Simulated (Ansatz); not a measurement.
# Cu (Copper, Fm-3m): thermal expansion from first principles

Aim: the lattice, expansion, heat capacity and bulk modulus of Cu (Copper) as it warms.

Measurements to reproduce:
- heat capacity C_P per formula unit 24.5 J/mol/K near room temperature (given in “High-Throughput Prediction of Finite-Temperature Properties using the Quasi-Harmonic Approximation”, 2016, arXiv:1603.06924)

Calculated with Ansatz 0.2.0; DFT r2SCAN, scalar-relativistic, plane waves, PAW.

**1. Starting point**

The structure is cubic, space group Fm-3m (No. 225). The conventional cell has a = 3.615 Å, b = 3.615 Å, c = 3.615 Å, α = 90.00°, β = 90.00°, γ = 90.00°. Cu has 12 Cu at 2.56 Å nearest.

As a file:

```cif
data_structure
_symmetry_space_group_name_H-M 'P 1'
_symmetry_Int_Tables_number 1
_cell_length_a 2.5562
_cell_length_b 2.5562
_cell_length_c 2.5562
_cell_angle_alpha 60.000
_cell_angle_beta 60.000
_cell_angle_gamma 60.000
_cell_volume 11.81
loop_
_atom_site_label
_atom_site_type_symbol
_atom_site_fract_x
_atom_site_fract_y
_atom_site_fract_z
_atom_site_occupancy
Cu1 Cu 0.00000 0.00000 0.00000 1
```

**2. Probe on a coarse mesh**

A cheap single point shows whether the cell is a metal or an insulator and how far it is from rest; that sets the k-mesh and the occupations of what follows.

Contents of input.yaml:

```yaml
crystal:
  lattice:
    - [0.0, 1.8075, 1.8075]
    - [1.8075, 0.0, 1.8075]
    - [1.8075, 1.8075, 0.0]
  atoms:
    - { symbol: Cu, position: [0.0, 0.0, 0.0] }
kpoints:
  mp_grid: { grid: [8, 8, 8] }
hamiltonian:
  xc: r2scan
scf:
  occupations: { method: gaussian, width: 0.1 }
  lower_state_search: "off"
output:
  forces: true
  stress: true
  eigenvalues: true
```

On the command line:

```sh
> ansatz run input.yaml --threads 8 --pin off --max-ram 16384MiB --backend cpu --events-out ev --progress --plain --runs-dir out
```

Numbers of over 12 decimals in the logs are rounded to 6 here.

The log of the run:

```text
Engine: ansatz 0.2.0, x86_64-unknown-linux-gnu
Pseudopotentials: kind: paw
Pseudopotential: Cu, paw, valence charge 19, recommended cutoff 500 eV (meta_gga), Cu.paw.azcp
Functional definition: r2SCAN
  parameter k0 = 0.174
  parameter k1 = 0.065
  parameter a1 = 4.9479
  exchange = r2scan_x(k0 = k0, k1 = k1, a1 = a1)
  correlation = r2scan_c
Crystal: 1 atoms, lattice volume = 11.810 Å³
Basis set: ecut = 500 eV, 307 PW (Γ), exchange–correlation on 80×80×80 points (64 copies of the dense FFT grid, shifted against one another)
Bands: 14, of which v1, the nominal top of the filled ones, is band 10 counted from 1 (9 counted from 0)
Symmetry: 48 space group operations
Space group: Fm-3m (ITA 225), of the structure as read, at distance tolerance 2.3e-5 Å
k-points: 29 of 512
Non-local potential: Cu, projectors of the file, l = 0: 3, l = 1: 2, l = 2: 3, l = 3: 1
PAW form: soft (Blöchl's): semilocal exchange-correlation on the pseudo side does not see the compensation charge
PAW frozen core: Cu, regenerated for the run's functional (the file was generated under x = pbe(κ = 0.804, μ = 0.219515), c = pbe(β = 0.066725))
PAW one-centre angular grid: Cu, 590 points (default); XC on 160 Gauss nodes
Initial density: superposition of atomic densities (neutral atoms: chi_scale 0, normalization atom), corrected by the library's trained network
Initial wavefunctions: pseudopotential atomic-orbital guess
Functional: x = r2scan, c = r2scan; τ floored in thin density (d = 2e-4 eV/Å³)
SCF iter   1: F=-6631.125813 eV  HF=-6631.220802 eV  |F-HF|=9.50e-2  |Δ(HF+E_count)|=         —  Δρ=4.16e-2  dr2=1.13e-1  dr2_τ=8.56e-4  ethr=1.77e-3  ⟨swp⟩=5.1  Hψ=2114  notcnv=0
preconditioner: auto → none  [insulator: Δε(μ)=0.339 eV  Ē_g=18.001 eV  σ=0.100 eV  W_gap=0.85  n_scr=0 (ndim 8)  ℏωp=35.8 eV  f_vac=0.000  D(μ)=0.61/eV (n_scr^D=8)  ε∞_Penn≈5.0]
SCF iter   2: F=-6631.072840 eV  HF=-6631.234626 eV  |F-HF|=1.62e-1  |Δ(HF+E_count)|=   1.38e-2  Δρ=4.23e-2  dr2=1.14e-1  dr2_τ=1.20e-3  ethr=5.93e-4  ⟨swp⟩=2.5  Hψ=1061  notcnv=0  defer=10
SCF iter   3: F=-6631.200113 eV  HF=-6631.200242 eV  |F-HF|=1.29e-4  |Δ(HF+E_count)|=   3.44e-2  Δρ=3.01e-3  dr2=6.40e-4  dr2_τ=4.65e-6  ethr=5.93e-4  ⟨swp⟩=2.3  Hψ=837  notcnv=0  defer=10
SCF iter   4: F=-6631.200110 eV  HF=-6631.200168 eV  |F-HF|=5.78e-5  |Δ(HF+E_count)|=   7.39e-5  Δρ=1.09e-3  dr2=9.54e-5  dr2_τ=1.37e-6  ethr=3.37e-6  ⟨swp⟩=2.2  Hψ=692  notcnv=0  defer=10
SCF iter   5: F=-6631.200170 eV  HF=-6631.200168 eV  |F-HF|=2.23e-6  |Δ(HF+E_count)|=   2.59e-7  Δρ=1.77e-4  dr2=3.18e-6  dr2_τ=2.71e-8  ethr=5.02e-7  ⟨swp⟩=1.9  Hψ=494  notcnv=0  defer=10
SCF iter   6: F=-6631.200171 eV  HF=-6631.200171 eV  |F-HF|=5.34e-8  |Δ(HF+E_count)|=   3.59e-6  Δρ=2.69e-5  dr2=5.42e-8  dr2_τ=7.53e-10  ethr=5.26e-10  ⟨swp⟩=4.6  Hψ=1923  notcnv=0
SCF 1 converged in 6 iterations: F = -6631.200171 eV  dr2 = 5.42e-8
  greatest PAW one-centre occupation: 1.000 electrons in one spin orbital (limit 2), on the Cu atom at site 0 (counted from 0), in its partial waves of l = 0
SCF converged after 6 iterations
Free energy (F): -6631.200171 eV
Harris-Foulkes:  -6631.200171 eV  (|F-HF|=5.34e-8)
Internal energy: -6631.197029 eV  (E = F + TS)
E sigma→0 (E₀):  -6631.198600 eV
Entropy (-TS):   -0.003143 eV (-3.143 meV/atom)
Fermi energy:    16.490726 eV
--- Per-component energies (eV) ---
  E_band       = -385.936460
  E_kinetic    = 299.669334
  E_local      = -4061.416861  (includes V_loc(G=0)·N_el)
  E_nonlocal   = 395.802896
  E_hartree    = 1793.702767
  E_xc         = -83.626685
  E_vxc        = -124.404936  (∫ρ·V_xc dr)
  E_paw        = -1678.573812  (= ΣΔE_a)
  E_vpaw       = -491.964183  (= ΣTr[D̂ρ^β])
  E_aug_tail   = 0.000137  (compensation charges beyond the density's cutoff)
  E_vtau       = 8.952189  (kinetic-family band-sum trace: ∫τ·v_τ [+ j·A + Jᵃ·Aᵃ] dr)
  E_ewald      = -3296.453696
  E_core_change = -0.301108  (= ΣΔE_core)
  E_smearing   = -0.003143  (= −TS)
  E_closure    = 0.000000  (closes the sum)
  Σ components = -6631.200171   (vs F -6631.200171, Δ=0.00e0)
--- Forces (eV/Å), atoms counted from 1 ---
  atom   1  Cu    -0.00000000     0.00000000     0.00000000
  max |Σ_I F_I| component: 1.31e-31 eV/Å
--- Stress (GPa, compression-positive) ---
       -3.944024       0.000000       0.000000
        0.000000      -3.944024      -0.000000
        0.000000      -0.000000      -3.944024
  P = ⅓ Tr σ = -3.9440 GPa (-39.440 kbar)
--- Band table (eV; the first three rows and the last of 29) ---
  k-point 0: bands = [... 6 lower, 13.4639, 13.4639, 14.2859, 14.2859, 39.9461, 42.7880, 42.7880, 42.7880]
  k-point 1: bands = [... 6 lower, 13.5594, 13.5594, 14.2565, 14.2565, 36.0752, 40.6467, 41.5148, 41.5148]
  k-point 2: bands = [... 6 lower, 13.6170, 13.6170, 14.3773, 14.3773, 29.5030, 39.8700, 40.2502, 40.2502]
  k-point 28: bands = [... 6 lower, 12.9195, 14.2434, 15.0378, 23.0051, 23.0051, 25.1312, 25.8845, 45.8560]
```

The job ended after 0.58 s (8 threads of Intel Xeon at 2.70GHz, shared host; peak memory 0.34 GiB; 1.7 s of CPU time).

This step gave:

| Quantity | Value |
| --- | --- |
| pressure | -3.944 GPa |
| volume per atom | 11.81 Å³/atom |
| gap on the k-mesh | 0 eV |

The start is under -3.9 GPa at this level and looks like a metal on this mesh.

**3. Relaxation**

Phonons are second derivatives about a minimum, so cell and atoms are relaxed first, inside the symmetry of the start.

input.yaml, the sections that differ from step 2:

```yaml
kpoints:
  mp_grid: { grid: [20, 20, 20] }
relax:
  adjacent_minimum: "off"
  f_tol: 0.005
  max_steps: 80
  cell: { stress_tol: 0.05 }
# crystal, hamiltonian, scf, output: as in step 2
```

The log of the run:

```text
[...]
Crystal: 1 atoms, lattice volume = 11.810 Å³
Basis set: ecut = 500 eV, 307 PW (Γ), exchange–correlation on 80×80×80 points (64 copies of the dense FFT grid, shifted against one another)
Bands: 14, of which v1, the nominal top of the filled ones, is band 10 counted from 1 (9 counted from 0)
Symmetry: 48 space group operations
[...]
k-points: 256 of 8000
[...]
SCF iter   1: F=-6631.163210 eV  HF=-6631.253019 eV  |F-HF|=8.98e-2  |Δ(HF+E_count)|=         —  Δρ=4.06e-2  dr2=1.07e-1  dr2_τ=8.42e-4  ethr=1.77e-3  ⟨swp⟩=5.2  Hψ=18803  notcnv=0
[...]
SCF iter   6: F=-6631.233697 eV  HF=-6631.233697 eV  |F-HF|=4.35e-8  |Δ(HF+E_count)|=   3.52e-6  Δρ=2.52e-5  dr2=4.53e-8  dr2_τ=6.30e-10  ethr=5.26e-10  ⟨swp⟩=4.8  Hψ=17167  notcnv=0
SCF 1 converged in 6 iterations: F = -6631.233697 eV  dr2 = 4.53e-8
[...]
relax step   1: F+E_penalty+E_count = -6631.23369724 eV  Δ(F+E_penalty+E_count) = +0.000e0 eV  max|allowed force component| = 0.000e0 eV/Å  Δτ_max = 0.0000 Å  P = -4.803 GPa  Ω = 11.810 Å³  (6 SCF iters, dr2 threshold 1.00e-7 eV, accepted)
Crystal: 1 atoms, lattice volume = 11.617 Å³
Basis set: ecut = 500 eV, 283 PW (Γ), exchange–correlation on 80×80×80 points (64 copies of the dense FFT grid, shifted against one another)
[...]
iter 1 solved again at ethr=2.40e-5 eV; its pass at ethr=3.10e-3 eV (dr2=4.55e-3 eV) is discarded
[...]
SCF iter   7: F=-6631.238181 eV  HF=-6631.238181 eV  |F-HF|=6.24e-9  |Δ(HF+E_count)|=   1.69e-7  Δρ=1.10e-5  dr2=8.04e-9  dr2_τ=4.38e-11  ethr=5.26e-10  ⟨swp⟩=2.8  Hψ=12694  notcnv=0
SCF 2 converged in 7 iterations: F = -6631.238181 eV  dr2 = 8.04e-9
relax step   2: F+E_penalty+E_count = -6631.23818085 eV  Δ(F+E_penalty+E_count) = -4.484e-3 eV  max|allowed force component| = 0.000e0 eV/Å  Δτ_max = 0.0000 Å  P = -2.406 GPa  Ω = 11.617 Å³  energy of the carried Pulay correction = +1.019e-4 eV  (7 SCF iters, dr2 threshold 1.00e-7 eV, accepted)
Crystal: 1 atoms, lattice volume = 11.429 Å³
[...]
SCF iter   7: F=-6631.239621 eV  HF=-6631.239621 eV  |F-HF|=3.97e-9  |Δ(HF+E_count)|=   1.72e-7  Δρ=9.01e-6  dr2=5.37e-9  dr2_τ=4.11e-11  ethr=5.26e-10  ⟨swp⟩=2.8  Hψ=12792  notcnv=0
SCF 3 converged in 7 iterations: F = -6631.239621 eV  dr2 = 5.37e-9
relax step   3: F+E_penalty+E_count = -6631.23962091 eV  Δ(F+E_penalty+E_count) = -1.440e-3 eV  max|allowed force component| = 0.000e0 eV/Å  Δτ_max = 0.0000 Å  P = +0.168 GPa  Ω = 11.429 Å³  energy of the carried Pulay correction = +2.026e-4 eV  (7 SCF iters, dr2 threshold 1.00e-7 eV, accepted)
[...]
relax step   4: F+E_penalty+E_count = -6631.23962050 eV  Δ(F+E_penalty+E_count) = +4.053e-7 eV  max|allowed force component| = 0.000e0 eV/Å  Δτ_max = 0.0000 Å  P = -0.005 GPa  Ω = 11.441 Å³  energy of the carried Pulay correction = +1.961e-4 eV  (4 SCF iters, dr2 threshold 7.07e-8 eV, accepted)
[...]
SCF iter   5: F=-6631.239455 eV  HF=-6631.239455 eV  |F-HF|=2.73e-11  |Δ(HF+E_count)|=  5.36e-10  Δρ=4.29e-7  dr2=6.38e-12  dr2_τ=1.74e-12  ethr=1.00e-12  ⟨swp⟩=3.9  Hψ=16270  notcnv=0
SCF 5 converged in 5 iterations: F = -6631.239455 eV  dr2 = 6.38e-12
relax step   5: F+E_penalty+E_count = -6631.23945512 eV  Δ(F+E_penalty+E_count) = +1.654e-4 eV  max|allowed force component| = 0.000e0 eV/Å  Δτ_max = 0.0000 Å  P = -0.030 GPa  Ω = 11.441 Å³  stress off target by 3.05e-2 GPa  SCF on the basis re-selected at this cell (its energy is not comparable with the rows above)  (5 SCF iters)
basis re-selected at this cell: Δ(F+E_penalty+E_count) = +1.654e-4 eV, ΔP = -0.026 GPa vs the last step (what re-selecting the basis moved, of the pressure what is left beyond the Pulay correction that the steps carried, after the strain that the cell walked since its last selection, with what the two solves' SCF thresholds leave and, on support functions, any second-order correction that the steps lacked; it is no measure of the basis error at this ecutwfc). This SCF's stress stands 3.05e-2 GPa from its target on what of the cell is left free (relax.cell.stress_tol is 5.00e-2 GPa) and its largest allowed force component is 0.00e0 eV/Å (relax.f_tol is 5.00e-3 eV/Å): [rest of the remark cut]
SCF converged after 5 iterations
Free energy (F): -6631.239455 eV
[...]
Internal energy: -6631.238243 eV  (E = F + TS)
E sigma→0 (E₀):  -6631.238849 eV
Entropy (-TS):   -0.001213 eV (-1.213 meV/atom)
Fermi energy:    17.224743 eV
[...]
--- Stress (GPa, compression-positive) ---
       -0.030470       0.000000       0.000000
        0.000000      -0.030470       0.000000
        0.000000       0.000000      -0.030470
  P = ⅓ Tr σ = -0.0305 GPa (-0.305 kbar)
--- Band table (eV; the first three rows and the last of 256) ---
  k-point 0: bands = [... 6 lower, 14.0431, 14.0431, 14.9067, 14.9067, 40.9014, 43.9955, 43.9955, 43.9955]
  k-point 1: bands = [... 6 lower, 14.0619, 14.0619, 14.8991, 14.8991, 40.4261, 42.6498, 43.6645, 43.6645]
  k-point 2: bands = [... 6 lower, 14.1120, 14.1120, 14.8821, 14.8821, 38.4300, 41.8350, 43.0328, 43.0328]
  k-point 255: bands = [... 6 lower, 13.4690, 14.8608, 15.6956, 23.8195, 23.8195, 25.9781, 26.8807, 47.0444]
--- Relaxed structure (4 steps of the walk, 4 accepted, 1 SCFs on fresh bases) ---
  F+E_penalty+E_count = -6631.23945512 eV   max|allowed force component| = 0.000e0 eV/Å   (the final SCF, on the basis selected at the relaxed cell)
  cell:  # Å, volume = 11.4407 Å³
    - [0, 1.788440, 1.788440]
    - [1.788440, 0, 1.788440]
    - [1.788440, 1.788440, 0]
  atoms:
    - { symbol: Cu, position: [0.0, 0.0, 0.0] }
```

Run time: 5.3 s. Hardware: 8 threads; peak memory 0.43 GiB; 28 s of CPU time.

The steps of the relaxation:

| step | energy less that of the first step (eV) | largest force component (eV/Å) | pressure (GPa) | volume (Å³) |
| --- | --- | --- | --- | --- |
| 1 | 0.0000 | 0.0000 | -4.80 | 11.81 |
| 2 | -0.0045 | 0.0000 | -2.41 | 11.62 |
| 3 | -0.0059 | 0.0000 | 0.17 | 11.43 |
| 4 | -0.0059 | 0.0000 | 0.00 | 11.44 |
| 5* | -0.0058 | 0.0000 | -0.03 | 11.44 |

Relaxation steps marked * repeat the geometry before them on a plane-wave basis chosen anew for their cell, so energy and pressure can jump there.

```
conventional cell, symmetrised  before  after  change
                         a (Å)   3.615  3.577  -1.1 %
                         b (Å)   3.615  3.577  -1.1 %
                         c (Å)   3.615  3.577  -1.1 %
              volume (Å³/atom)   11.81  11.44  -3.1 %
```

The relaxed structure:

```xyz
1
Lattice="0.0000 1.7884 1.7884 1.7884 0.0000 1.7884 1.7884 1.7884 0.0000" Properties=species:S:1:pos:R:3 pbc="T T T"
Cu    0.0000    0.0000    0.0000
```

Numbers from this step:

```
pressure        : -0.03047 GPa
volume per atom : 11.44 Å³/atom
```

The relaxation ends with a pressure of -0.03 GPa.

[end of part 1 of 3]

[Logs are printed without paths, hosts, clocks, repeated set-up lines and the standing remarks that a program may print on its own settings, such as how far it seeks lower states.]

[Hosts, paths, dates, database ids (printed as entryN), source tags and the programs' standing remarks are cut or masked in the printed files.]

[A step with changed settings may run another functional than the one named; its input shows which.]
